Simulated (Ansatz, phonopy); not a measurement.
# KBr (Fm-3m): a volume series of phonon spectra, part 5 of 5

Aim: how the vibrations of KBr shift with volume, and the expansion that follows.

Experimental results on record:
- volume expansion coefficient 116.1 1e-6/K and heat capacity C_P per formula unit 52.3 J/mol/K near room temperature (given in “High-Throughput Prediction of Finite-Temperature Properties using the Quasi-Harmonic Approximation”, 2016, arXiv:1603.06924)
- volume expansion coefficient 117.6 1e-6/K near room temperature (given in “Descriptors for thermal expansion in solids”, 2017, arXiv:1701.03966)

Ansatz 0.2.0; DFT LDA, scalar-relativistic, plane waves, PAW.

So far. Step 14 (Phonons, V/V0 0.97): No mode is imaginary beyond numerical noise at the solved wavevectors. The highest zone-centre mode (no LO–TO term) moved by +7.0 % for a volume change of -3.0 %. Step 15 (Single point at a scaled cell, V/V0 1.05): The run ends at a pressure of -0.87 GPa.

## Step 16: Lattice dynamics at this volume, V/V0 1.05

Phonons at this volume give one point of F(V, T); meshes stay fixed along the series.

File input.yaml:

```yaml
crystal:
  lattice:
    - [0.0, 3.2380197505, 3.2380197505]
    - [3.2380197505, 0.0, 3.2380197505]
    - [3.2380197505, 3.2380197505, 0.0]
  atoms:
    - { symbol: K, position: [0.0, 0.0, 0.0] }
    - { symbol: Br, position: [0.5, 0.5, 0.5] }
kpoints:
  mp_grid: { grid: [8, 8, 8] }
hamiltonian:
  xc: lda
scf:
  occupations: { method: fixed }
output:
  eigenvalues: true
phonons:
  method: dfpt
  dielectric: true
  rigid_motions: translations
  qmesh: [4, 4, 4]
  temperatures: { t_max: 1000, t_step: 50 }
  qpath:
    path:
      - [[0.0, 0.0, 0.0], [0.5, 0.0, 0.5], [0.625, 0.25, 0.625]]
      - [[0.375, 0.375, 0.75], [0.0, 0.0, 0.0], [0.5, 0.5, 0.5], [0.5, 0.25, 0.75], [0.5, 0.0, 0.5]]
    npoints: 10
```

The run is started by

```
ansatz run input.yaml --threads 4 --pin off --max-ram 8192MiB --backend cpu --events-out ev --progress --plain --runs-dir out
```

Numbers of over 12 decimals in the logs are rounded to 6 here.

The program printed:

```text
[...]
Crystal: 2 atoms, lattice volume = 67.900 Å³
Basis set: ecut = 420 eV, 1363 PW (Γ), exchange–correlation on 64×64×64 points (8 copies of the dense FFT grid, shifted against one another)
Bands: 12, of which v1, the nominal top of the filled ones, is band 8 counted from 1 (7 counted from 0)
Symmetry: 48 space group operations
k-points: 59 of 512 (irreducible under 8 space group operations, time reversal used)
[...]
optical modes at Γ + LO–TO along q̂ = [0.0000, 1.0000, 0.0000]:
      ω (cm⁻¹)  modes    IR ((D/Å)²/amu)
        115.69      2             2.1764
        161.45      1             1.0882
  optical modes at Γ + LO–TO along q̂ = [0.0000, 0.0000, 1.0000]:
      ω (cm⁻¹)  modes    IR ((D/Å)²/amu)
        115.69      2             2.1764
        161.45      1             1.0882
--- Phonons (arbitrary-q DFPT): 8 irreducible q on the 4×4×4 mesh ---
[...]
interpolated dispersion: 63 rows × 6 modes
[...]
[key lines of the parts left out:]
SCF converged after 9 iterations
Free energy (F): -4193.628681 eV
Fermi energy:    1.187014 eV
```

Elapsed: 56 s, on 4 threads of Intel Xeon Platinum 8375C at 2.90GHz (Ice Lake), shared host; peak memory 1.2 GiB; 3.5 min of CPU time.

No mode is imaginary beyond numerical noise at the solved wavevectors. The highest zone-centre mode (no LO–TO term) moved by -11.0 % for a volume change of +5.0 %.

## Step 17: Mode Grüneisen parameters

This step: DFT LDA, scalar-relativistic, plane waves, PAW (phonopy 4.10.0).

Numbers from this step:

| Quantity | Value |
| --- | --- |
| share of modes with a negative Grüneisen parameter | 0.108 |

Mean Grüneisen, by row:

| T (K) | heat-capacity-weighted mean | root mean square |
| --- | --- | --- |
| 50 | 1.233 | 1.623 |
| 100 | 1.432 | 1.739 |
| 200 | 1.486 | 1.769 |
| 300 | 1.496 | 1.775 |
| 500 | 1.501 | 1.778 |
| 800 | 1.503 | 1.779 |

The mean mode Grueneisen parameter by wavenumber:

| wavenumber (cm⁻¹) | mean mode Grueneisen parameter |
| --- | --- |
| 2.9 | - |
| 8.6 | -0.975 |
| 14.3 | 0.78 |
| 20.0 | 0.347 |
| 25.7 | -0.148 |
| 31.5 | 0.0326 |
| 37.2 | -0.16 |
| 42.9 | 0.038 |
| 48.6 | 0.319 |
| 54.3 | 0.407 |
| 60.1 | 0.618 |
| 65.8 | 0.981 |
| 71.5 | 1.12 |
| 77.2 | 1.71 |
| 83.0 | 1.49 |
| 88.7 | 1.51 |
| 94.4 | 1.5 |
| 100.1 | - |
| 105.8 | - |
| 111.6 | 2.22 |
| 117.3 | 2.24 |
| 123.0 | 2.24 |
| 128.7 | 2.3 |
| 134.4 | 2.32 |
| 140.2 | 2.11 |
| 145.9 | 1.64 |
| 151.6 | 1.46 |
| 157.3 | 1.36 |
| 163.0 | 1.33 |
| 168.8 | 1.32 |

Volume series, by row:

| V/V0 | V (Å³/atom) | pressure (GPa) | E - E0 (meV/atom) | gap (eV) | zero-point energy (meV/atom) | lowest on the path (cm⁻¹) | highest at Gamma without the LO-TO term (cm⁻¹) |
| --- | --- | --- | --- | --- | --- | --- | --- |
| 0.97 | 31.36 | 0.666 | 1.957 | 4.413 | 19.37 | 0 | 139.1 |
| 0.985 | 31.85 | 0.318 | 0.475 | 4.366 | 18.87 | 0 | 134.4 |
| 1 | 32.33 | 0 | 0 | 4.321 | 18.38 | 0 | 129.9 |
| 1.015 | 32.82 | -0.29 | 0.447 | 4.277 | 17.91 | 0 | 125.5 |
| 1.03 | 33.3 | -0.556 | 1.737 | 4.235 | 17.44 | 0 | 121.3 |
| 1.05 | 33.95 | -0.875 | 4.639 | 4.181 | 16.84 | 0 | 115.7 |

The optical frequency at Gamma without the LO-TO term, mode 4 by V/V0:

| V/V0 | optical frequency at Gamma without the LO-TO term, mode 4 (cm⁻¹) |
| --- | --- |
| 0.9700 | 139 |
| 0.9850 | 134 |
| 1.0000 | 130 |
| 1.0150 | 126 |
| 1.0300 | 121 |
| 1.0500 | 116 |

Grüneisen at points, by row:

| point | branch | frequency (cm⁻¹) | mode Grüneisen parameter |
| --- | --- | --- | --- |
| Γ | 4 | 129.9 | 2.28 |
| Γ | 6 | 172.1 | 1.32 |
| X | 1 | 39.5 | -1.31 |
| X | 3 | 69.9 | -0.55 |
| X | 4 | 134.6 | 2.39 |
| X | 6 | 141.6 | 2.4 |
| U | 1 | 59.1 | 0.99 |
| U | 2 | 64.2 | -0.61 |
| U | 3 | 72.7 | 0.82 |
| U | 4 | 126.1 | 2.37 |
| U | 5 | 135.8 | 2.09 |
| U | 6 | 139.5 | 2.41 |
| K | 1 | 59.1 | 0.99 |
| K | 2 | 64.2 | -0.61 |
| K | 3 | 72.7 | 0.82 |
| K | 4 | 126.1 | 2.37 |
| K | 5 | 135.8 | 2.09 |
| K | 6 | 139.5 | 2.41 |
| L | 1 | 79.3 | 2.16 |
| L | 3 | 97.2 | 1.43 |
| L | 4 | 110.3 | 2.21 |
| L | 6 | 154.6 | 1.34 |
| W | 1 | 58.2 | -0.72 |
| W | 3 | 84.5 | 1.89 |
| W | 4 | 121.3 | 1.92 |
| W | 5 | 138.1 | 2.41 |

## Step 18: Free-energy fit

Numbers from this step:

```
volume expansion coefficient at 300 K : 115.3 1e-6/K
isothermal bulk modulus at 300 K      : 16.75 GPa
C_P at 300 K                          : 25.84 J/mol-atom/K
Grüneisen parameter at 300 K          : 1.587
```

The energy (each curve on its own zero) by volume; values in meV/atom:

| volume (Å³/atom) | static | F at 0 K | F at 300 K | F at 600 K |
| --- | --- | --- | --- | --- |
| 31.36 | 1.96 | 3.19 | 6.54 | 10.9 |
| 31.85 | 0.47 | 1.21 | 3.29 | 6 |
| 32.33 | 0 | 0.25 | 1.03 | 2.03 |
| 32.82 | 0.45 | 0.22 | -0.33 | -1.07 |
| 33.30 | 1.74 | 1.04 | -0.86 | -3.36 |
| 33.95 | 4.64 | 3.34 | -0.42 | -5.29 |

Phonopy-qha, vinet fit of F(V) at each temperature; no electronic free energy. Qha vinet, by row:

| T (K) | fitted volume (Å³/atom) | alpha_V (1e-6/K) | B_T (GPa) | C_P (J/mol-atom/K) | Grueneisen |
| --- | --- | --- | --- | --- | --- |
| 75 | 32.66 | 67.13 | 19.35 | 18.64 | 1.378 |
| 100 | 32.72 | 81.13 | 19.09 | 21.28 | 1.455 |
| 125 | 32.79 | 89.59 | 18.81 | 22.74 | 1.493 |
| 150 | 32.87 | 95.34 | 18.53 | 23.63 | 1.516 |
| 175 | 32.95 | 99.71 | 18.24 | 24.24 | 1.533 |
| 200 | 33.03 | 103.3 | 17.95 | 24.69 | 1.546 |
| 225 | 33.12 | 106.6 | 17.65 | 25.04 | 1.557 |
| 250 | 33.21 | 109.5 | 17.35 | 25.34 | 1.567 |
| 275 | 33.3 | 112.4 | 17.05 | 25.6 | 1.577 |
| 300 | 33.4 | 115.3 | 16.75 | 25.84 | 1.587 |
| 325 | 33.5 | 118.1 | 16.44 | 26.07 | 1.596 |
| 350 | 33.6 | 121 | 16.13 | 26.3 | 1.605 |

Volume expansion coefficient, phonopy-qha, Vinet against temperature:

| temperature (K) | volume expansion coefficient, phonopy-qha, Vinet (1e-6/K) |
| --- | --- |
| 75 | 67.1 |
| 100 | 81.1 |
| 125 | 89.6 |
| 150 | 95.3 |
| 175 | 99.7 |
| 200 | 103 |
| 225 | 107 |
| 250 | 110 |
| 275 | 112 |
| 300 | 115 |
| 325 | 118 |
| 350 | 121 |

The fit gives a volume expansion of 115 × 10⁻⁶/K at 300 K.

## Step 19: What came out

* volume expansion coefficient at 300 K: 115.3 1e-6/K
* isothermal bulk modulus at 300 K: 16.75 GPa
* C_P at 300 K: 25.84 J/mol-atom/K
* Grüneisen parameter at 300 K: 1.587
* mean mode Grüneisen parameter at 300 K: 1.50

In words: Near room temperature KBr expands by 115 × 10⁻⁶/K in volume by LDA, with C_P = 25.8 J/(mol K) per mole of atoms and B_T = 16.8 GPa. The table stops at 350 K because beyond it the fitted volume comes within 1 % of the largest computed cell, where the fit loses its support. C_P at room temperature is 104 % of the classical 3R an atom. A measured volume expansion coefficient near room temperature is 116.1 1e-6/K (arXiv:1603.06924); the calculated 115 1e-6/K differs by -1 %. A measured heat capacity per formula unit near room temperature is 52.3 J/mol/K (arXiv:1603.06924); the calculated 51.7 J/mol/K differs by -1 %. The heat-capacity-weighted Grüneisen parameter goes from 1.23 at 50 K to 1.50 at 800 K; 11 % of the modes stiffen on expansion. Weighting γ by the density of states and each mode's heat capacity at 300 K, modes below 60 cm⁻¹ give about 3 % of the sum of γC that drives the expansion, those up to 110 cm⁻¹ 28 % and the rest 69 %. Among the labelled points γ is largest for branch 6 at U (140 cm⁻¹, 2.4) and most negative for branch 1 at X (39.5 cm⁻¹, -1.3). The PAW files were made for PBE and are used here under another functional, for which the program regenerates the frozen cores.

[Logs are printed without paths, hosts, clocks, repeated set-up lines and the standing remarks that a program may print on its own settings, such as how far it seeks lower states.]

[Hosts, paths, dates, database ids (printed as entryN), source tags and the programs' standing remarks are cut or masked in the printed files.]

[A step with changed settings may run another functional than the one named; its input shows which.]

[Of the runs on displaced cells, only some may be shown.]
